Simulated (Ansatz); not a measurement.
# Band gap of GaN (F-43m) from density functionals to GW

Wanted: a ladder of band gaps for GaN (F-43m), from density functionals to G0W0.

Main program and level: Ansatz 0.2.0; density functionals, hybrids and G0W0, plane waves, PAW.

**The experiments to reproduce.**

- Gap 3.23 eV: absorption onset (direct gap at Gamma) of unexcited film, from imaginary part of dielectric function; spectroscopic ellipsometry (steady-state reference of time-resolved measurement); 300 K; film on 3C-SiC/Si(001) (“Femtosecond pump-probe absorption edge spectroscopy of cubic GaN”, 2022, arxiv:2206.02223).

Report form: the programs' logs are mostly left out.

In doubt: masses and optical values from hybrid runs of this build are listed as unsure (step 10), which bears on the screening that GW takes from such a start.

## (1) Set-up

Symmetry: F-43m, No. 216, cubic system. Conventional cell: a = 4.507 Å, b = 4.507 Å, c = 4.507 Å, α = 90.00°, β = 90.00°, γ = 90.00°. Nearest to Ga lie 4 N at 1.95 Å. N has 4 Ga at 1.95 Å nearest. Farther neighbours and most contacts between anions are not listed.

The cell and positions are those that the Materials Project relaxed with its own functionals (PBE, PBE+U or r2SCAN), kept fixed. This is not the form that GaN usually takes at ambient conditions.

The logs state that the PAW files were generated under PBE.

## (2) LDA on the 8×8×8 mesh

This step: DFT, LDA, plane waves, PAW; PAW set soft_1.

input.yaml

```yaml
crystal:
  lattice:
    - [0.0, 2.2535006075, 2.2535006075]
    - [2.2535006075, 0.0, 2.2535006075]
    - [2.2535006075, 2.2535006075, 0.0]
  atoms:
    - { symbol: Ga, position: [0.0, 0.0, 0.0] }
    - { symbol: "N", position: [0.75, 0.75, 0.75] }
kpoints:
  mp_grid: { grid: [8, 8, 8] }
  band_path:
    path:
      - [0.0, 0.0, 0.0]
      - [-0.5, -0.5, 0.0]
      - [-0.375, -0.375, 0.25]
      - [-0.375, 0.0, 0.375]
      - [0.0, 0.0, 0.5]
      - [-0.5, -0.25, 0.25]
    npoints: 1
hamiltonian:
  xc: lda
  pseudopotentials: { kind: paw, azcp: { folder: soft_1 }, xc_functional: pbe }
scf:
  occupations: { method: fixed }
  n_extra_bands: 4
output:
  eigenvalues: true
```

Launch:

```bash
$ ansatz run input.yaml --threads 3 --pin off --max-ram 92160MiB --backend cuda --events-out ev --progress --plain --runs-dir out --devices 1 --max-vram 13GiB
```

Run time: 4.1 s. Hardware: 1 × NVIDIA H100 80GB HBM3 (shared by 6 runs) with 3 threads of AMD EPYC 7R13 (Zen 3), shared host; peak memory 0.85 GiB.

Numbers from this step:

```yaml
gap: 1.736 eV
valence_top_at: Γ
conduction_bottom_at: Γ
least_direct_gap: 1.736 eV
```

Over mesh and listed points the gap is 1.736 eV, direct, at k = Γ.

## (3) PBE on the 8×8×8 mesh

Levels along a band path and on the mesh show where this functional puts the band edges.

This step: DFT, PBE, plane waves, PAW; PAW set soft_1.

input.yaml

```yaml
crystal:
  lattice:
    - [0.0, 2.2535006075, 2.2535006075]
    - [2.2535006075, 0.0, 2.2535006075]
    - [2.2535006075, 2.2535006075, 0.0]
  atoms:
    - { symbol: Ga, position: [0.0, 0.0, 0.0] }
    - { symbol: "N", position: [0.75, 0.75, 0.75] }
kpoints:
  mp_grid: { grid: [8, 8, 8] }
  band_path:
    path:
      - [[0.0, 0.0, 0.0], [-0.5, -0.5, 0.0], [-0.375, -0.375, 0.25]]
      - [[-0.375, 0.0, 0.375], [0.0, 0.0, 0.0], [0.0, 0.0, 0.5], [-0.5, -0.25, 0.25], [-0.5, -0.5, 0.0]]
    npoints: 10
hamiltonian:
  xc: pbe
  pseudopotentials: { kind: paw, azcp: { folder: soft_1 } }
scf:
  occupations: { method: fermi_dirac, width: 0.02 }
  n_extra_bands: 4
output:
  eigenvalues: true
  write_density: true
  write_potential: true
  elf: true
  volumetric_format: npy
```

Elapsed: 12 s, on 1 × NVIDIA H100 80GB HBM3 (shared by 6 runs) with 3 threads; peak memory 0.89 GiB; 4.1 s of CPU time.

Numbers from this step:

| Item | Value |
| --- | --- |
| filled bands | 9 |
| gap | 1.718 eV |
| valence top at | Γ |
| conduction bottom at | Γ |
| least direct gap | 1.718 eV |

Over mesh and path the gap is 1.718 eV, direct, at k = Γ. PBE against LDA: 1.718 − 1.736 = −0.018 eV, with the same mesh, files and cutoff, and both edges at the same k points.

## (4) PBE+SOC on the 8×8×8 mesh

This run has two-component orbitals with spin-orbit coupling.

This step: DFT, PBE with spin-orbit coupling, plane waves, PAW; PAW set soft_1.

input.yaml

```yaml
crystal:
  lattice:
    - [0.0, 2.2535006075, 2.2535006075]
    - [2.2535006075, 0.0, 2.2535006075]
    - [2.2535006075, 2.2535006075, 0.0]
  atoms:
    - { symbol: Ga, position: [0.0, 0.0, 0.0] }
    - { symbol: "N", position: [0.75, 0.75, 0.75] }
kpoints:
  mp_grid: { grid: [8, 8, 8] }
  band_path:
    path:
      - [0.0, 0.0, 0.0]
      - [-0.5, -0.5, 0.0]
      - [-0.375, -0.375, 0.25]
      - [-0.375, 0.0, 0.375]
      - [0.0, 0.0, 0.5]
      - [-0.5, -0.25, 0.25]
    npoints: 1
hamiltonian:
  xc: pbe
  pseudopotentials: { kind: paw_fr, azcp: { folder: soft_1 } }
scf:
  occupations: { method: fixed }
  n_extra_bands: 8
magnetization:
  noncollinear: true
  spin_orbit: true
output:
  eigenvalues: true
```

It took 8.1 s on 1 × NVIDIA H100 80GB HBM3 (shared by 6 runs) with 3 threads; peak memory 0.88 GiB.

This step gave:

```yaml
gap: 1.715 eV
valence_top_at: Γ
conduction_bottom_at: Γ
least_direct_gap: 1.715 eV
```

Over mesh and listed points the gap is 1.715 eV, direct, at k = Γ. PBE+SOC against PBE: 1.715 − 1.718 = −0.003 eV, with the same mesh, set of files (read in its fully relativistic form for the spin-orbit run) and cutoff, and both edges at the same k points. The spin-orbit run sees mesh and listed points alone, so its gap is an upper bound: the coupling can move an edge off these points, the more so as this crystal has no centre of inversion, and the change over the zone, its sign included where it is small, is not known.

## (5) r2SCAN on the 8×8×8 mesh

r2SCAN is a meta-GGA: it depends on the kinetic-energy density as well as on the density and its gradient.

This step: DFT, r2SCAN, plane waves, PAW; PAW set soft_1.

Edit input.yaml of step 4 so:

```diff
@@ -20,10 +20,7 @@
 hamiltonian:
-  xc: pbe
-  pseudopotentials: { kind: paw_fr, azcp: { folder: soft_1 } }
+  xc: r2scan
+  pseudopotentials: { kind: paw, azcp: { folder: soft_1 } }
 scf:
   occupations: { method: fixed }
-  n_extra_bands: 8
-magnetization:
-  noncollinear: true
-  spin_orbit: true
+  n_extra_bands: 4
 output:
```

The job ended after 9.4 s (1 × NVIDIA H100 80GB HBM3 (shared by 6 runs) with 3 threads; peak memory 0.89 GiB).

This step gave:

| Property | Result |
| --- | --- |
| gap | 2.129 eV |
| valence top at | Γ |
| conduction bottom at | Γ |
| least direct gap | 2.129 eV |

Over mesh and listed points the gap is 2.129 eV, direct, at k = Γ. r2SCAN against PBE: 2.129 − 1.718 = +0.411 eV. The runs also differ in plane-wave cutoff (420 eV and 500 eV), so how much of this comes from the functional alone is not known.

## (6) HSE06 on the 6×6×6 mesh

HSE06 mixes in a quarter of exact exchange at short range.

This step: DFT, HSE06, plane waves, PAW; PAW set soft_1.

Edit input.yaml of step 5 so:

```diff
@@ -9,3 +9,3 @@
 kpoints:
-  mp_grid: { grid: [8, 8, 8] }
+  mp_grid: { grid: [6, 6, 6] }
   band_path:
@@ -20,3 +20,3 @@
 hamiltonian:
-  xc: r2scan
+  xc: hse06
   pseudopotentials: { kind: paw, azcp: { folder: soft_1 } }
```

Wall time 19 s (1 × NVIDIA H100 80GB HBM3 (shared by 6 runs) with 3 threads); peak memory 1.1 GiB; 14 s of CPU time.

Numbers from this step:

```yaml
gap: 2.961 eV
valence_top_at: Γ
conduction_bottom_at: Γ
least_direct_gap: 2.961 eV
exact_exchange_fraction: 0.25
```

Over mesh and listed points the gap is 2.961 eV, direct, at k = Γ. HSE06 against PBE: 2.961 − 1.718 = +1.243 eV. The runs also differ in mesh (8×8×8 and 6×6×6), so how much of this comes from the functional alone is not known.

## (7) PBE0 on the 6×6×6 mesh

PBE0 mixes in a quarter of exact exchange at all distances.

This step: DFT, PBE0, plane waves, PAW; PAW set soft_1.

Edit input.yaml of step 6 so:

```diff
@@ -20,3 +20,3 @@
 hamiltonian:
-  xc: hse06
+  xc: pbe0
   pseudopotentials: { kind: paw, azcp: { folder: soft_1 } }
@@ -27 +27,5 @@
   eigenvalues: true
+  write_density: true
+  write_potential: true
+  elf: true
+  volumetric_format: npy
```

It took 13 s on 1 × NVIDIA H100 80GB HBM3 (shared by 6 runs) with 3 threads; peak memory 1.1 GiB; 11 s of CPU time.

This step gave:

* gap: 3.654 eV
* valence top at: Γ
* conduction bottom at: Γ
* least direct gap: 3.654 eV
* exact-exchange fraction: 0.25

Over mesh and listed points the gap is 3.654 eV, direct, at k = Γ. PBE0 against HSE06: 3.654 − 2.961 = +0.693 eV, with the same mesh, files and cutoff, and both edges at the same k points.

## (8) DDH-PBE0 on the 6×6×6 mesh

The input asks for a share of exact exchange of one over the crystal's ε∞, which the program works out first.

This step: DFT, dielectric-dependent PBE0 (fraction 1/eps_inf of PBE), plane waves, PAW; PAW set soft_1.

Edit input.yaml of step 7 so:

```diff
@@ -8,2 +8,3 @@
     - { symbol: "N", position: [0.75, 0.75, 0.75] }
+  host: atoms
 kpoints:
@@ -20,3 +21,6 @@
 hamiltonian:
-  xc: pbe0
+  xc:
+    exchange: pbe
+    correlation: pbe
+    exx: { coeff: inverse_dielectric }
   pseudopotentials: { kind: paw, azcp: { folder: soft_1 } }
```

The job ended after 23 s (1 × NVIDIA H100 80GB HBM3 (shared by 6 runs) with 3 threads; peak memory 1.1 GiB; 24 s of CPU time).

Numbers from this step:

* gap: 2.998 eV
* valence top at: Γ
* conduction bottom at: Γ
* least direct gap: 2.998 eV
* exact-exchange fraction: 0.1679

Over mesh and listed points the gap is 2.998 eV, direct, at k = Γ. DDH-PBE0 against PBE0: 2.998 − 3.654 = −0.656 eV, with the same mesh, files and cutoff, and both edges at the same k points.

## (9) G0W0@PBE, 6×6×6 mesh, 146 empty bands, screening to 200 eV, PAW set soft_1 files

G0W0 replaces the xc potential by a self-energy built once from the orbitals of the start. Levels are corrected in the window of bands that the input names, at points of the mesh.

This step: G0W0 on PBE, plane waves, PAW; PAW set soft_1.

input.yaml

```yaml
crystal:
  lattice:
    - [0.0, 2.2535006075, 2.2535006075]
    - [2.2535006075, 0.0, 2.2535006075]
    - [2.2535006075, 2.2535006075, 0.0]
  atoms:
    - { symbol: Ga, position: [0.0, 0.0, 0.0] }
    - { symbol: "N", position: [0.75, 0.75, 0.75] }
kpoints:
  mp_grid: { grid: [6, 6, 6] }
hamiltonian:
  xc: pbe
  pseudopotentials: { kind: paw, azcp: { folder: soft_1 } }
scf:
  occupations: { method: fixed }
gw:
  n_empty_bands: 146
  ecut_chi: 200.0
  qp_bands: [v2, c2]
  qp_kpoints: band_edges
  screening: { model: contour_deformation }
```

It took 16 s on 1 × NVIDIA H100 80GB HBM3 (shared by 6 runs) with 3 threads; peak memory 1.1 GiB.

Numbers from this step:

```yaml
bands_summed: 155
rpa_eps_infinity_on_this_mesh_eigenvalues: 6.601, 6.601, 6.601
plane_waves_in_the_screening_matrix: 169
g0w0_gap_over_the_corrected_points: 2.831 eV
k_of_the_valence_top: 0, 0, 0
k_of_the_conduction_bottom: 0, 0, 0
starting_gap_on_the_mesh: 1.717 eV
z_at_the_valence_top: 0.7619
z_at_the_conduction_bottom: 0.7964
least_direct_g0w0_gap_over_the_corrected_points: 2.831 eV
```

Over 8 of 16 irreducible mesh points the G0W0 gap is 2.831 eV, direct, at k = Γ. The PBE gap of this run on the mesh is 1.717 eV. The two states that bound the G0W0 gap lie that far apart at the start, so the correction of the gap is 2.831 − 1.717 = +1.114 eV.

## (10) G0W0@HSE06, 6×6×6 mesh, 68 empty bands, screening to 120 eV, PAW set soft_1 files

This step: G0W0 on HSE06, plane waves, PAW; PAW set soft_1.

Edit input.yaml of step 9 so:

```diff
@@ -11,3 +11,3 @@
 hamiltonian:
-  xc: pbe
+  xc: hse06
   pseudopotentials: { kind: paw, azcp: { folder: soft_1 } }
@@ -16,4 +16,4 @@
 gw:
-  n_empty_bands: 146
-  ecut_chi: 200.0
+  n_empty_bands: 68
+  ecut_chi: 120
   qp_bands: [v2, c2]
```

Run time: 26 s. Hardware: 1 × NVIDIA H100 80GB HBM3 (shared by 6 runs) with 3 threads; peak memory 1.2 GiB.

This step gave:

```yaml
bands_summed: 77
rpa_eps_infinity_on_this_mesh_eigenvalues: 4.725, 4.725, 4.725
plane_waves_in_the_screening_matrix: 65
g0w0_gap_over_the_corrected_points: 3.407 eV
k_of_the_valence_top: 0, 0, 0
k_of_the_conduction_bottom: 0, 0, 0
starting_gap_on_the_mesh: 2.961 eV
z_at_the_valence_top: 0.8002
z_at_the_conduction_bottom: 0.8311
least_direct_g0w0_gap_over_the_corrected_points: 3.407 eV
```

Over 8 of 16 irreducible mesh points the G0W0 gap is 3.407 eV, direct, at k = Γ. The HSE06 gap of this run on the mesh is 2.961 eV. The two states that bound the G0W0 gap lie that far apart at the start, so the correction of the gap is 3.407 − 2.961 = +0.446 eV. G0W0@HSE06 against G0W0@PBE with 77 bands (a further run, in the table below): 3.407 − 2.793 = +0.614 eV, with the same mesh, files and cutoffs, and both edges at the same k points.

## (11) G0W0@LDA, 6×6×6 mesh, 68 empty bands, screening to 120 eV, PAW set soft_1 files

This step: G0W0 on LDA, plane waves, PAW; PAW set soft_1.

Edit input.yaml of step 10 so:

```diff
@@ -11,4 +11,4 @@
 hamiltonian:
-  xc: hse06
-  pseudopotentials: { kind: paw, azcp: { folder: soft_1 } }
+  xc: lda
+  pseudopotentials: { kind: paw, azcp: { folder: soft_1 }, xc_functional: pbe }
 scf:
```

Elapsed: 14 s, on 1 × NVIDIA H100 80GB HBM3 (shared by 6 runs) with 3 threads; peak memory 0.97 GiB.

Numbers from this step:

| Property | Result |
| --- | --- |
| bands summed | 77 |
| RPA ε∞ on this mesh (eigenvalues) | 6.705, 6.705, 6.705 |
| plane waves in the screening matrix | 65 |
| G0W0 gap over the corrected points | 2.844 eV |
| k of the valence top | 0, 0, 0 |
| k of the conduction bottom | 0, 0, 0 |
| starting gap on the mesh | 1.734 eV |
| Z at the valence top | 0.7645 |
| Z at the conduction bottom | 0.7972 |
| least direct G0W0 gap over the corrected points | 2.844 eV |

Over 8 of 16 irreducible mesh points the G0W0 gap is 2.844 eV, direct, at k = Γ. The LDA gap of this run on the mesh is 1.734 eV. The two states that bound the G0W0 gap lie that far apart at the start, so the correction of the gap is 2.844 − 1.734 = +1.110 eV. G0W0@LDA against G0W0@HSE06 with 77 bands: 2.844 − 3.407 = −0.563 eV, with the same mesh, files and cutoffs, and both edges at the same k points.

(Continued in part 2 of 2.)

[Paths, hosts, dates, memory and timing lines, banners, echoed tables and standing remarks are left out of the program output.]

[Logs are printed without paths, hosts, clocks, repeated set-up lines and the standing remarks that a program may print on its own settings, such as how far it seeks lower states.]

[Runs of the session that timed out or met a known fault of the program may be left out.]

[Cells called generated may have been cut or substituted from an entry of the Crystallography Open Database or the Materials Project.]

[Hosts, paths, dates, database ids (printed as entryN), source tags and the programs' standing remarks are cut or masked in the printed files.]

[Where an RPA ε∞ is given, it is that of the G0W0 mesh and is not shown converged in it. Names of k-points follow the symmetry that the program found, which can be lower than the space group named. Band edges on a path are those of the sampled points; other points can move an edge, and change direct to indirect where valleys lie close.]

[Hybrid gaps are those of their k-mesh and are not shown converged in it.]
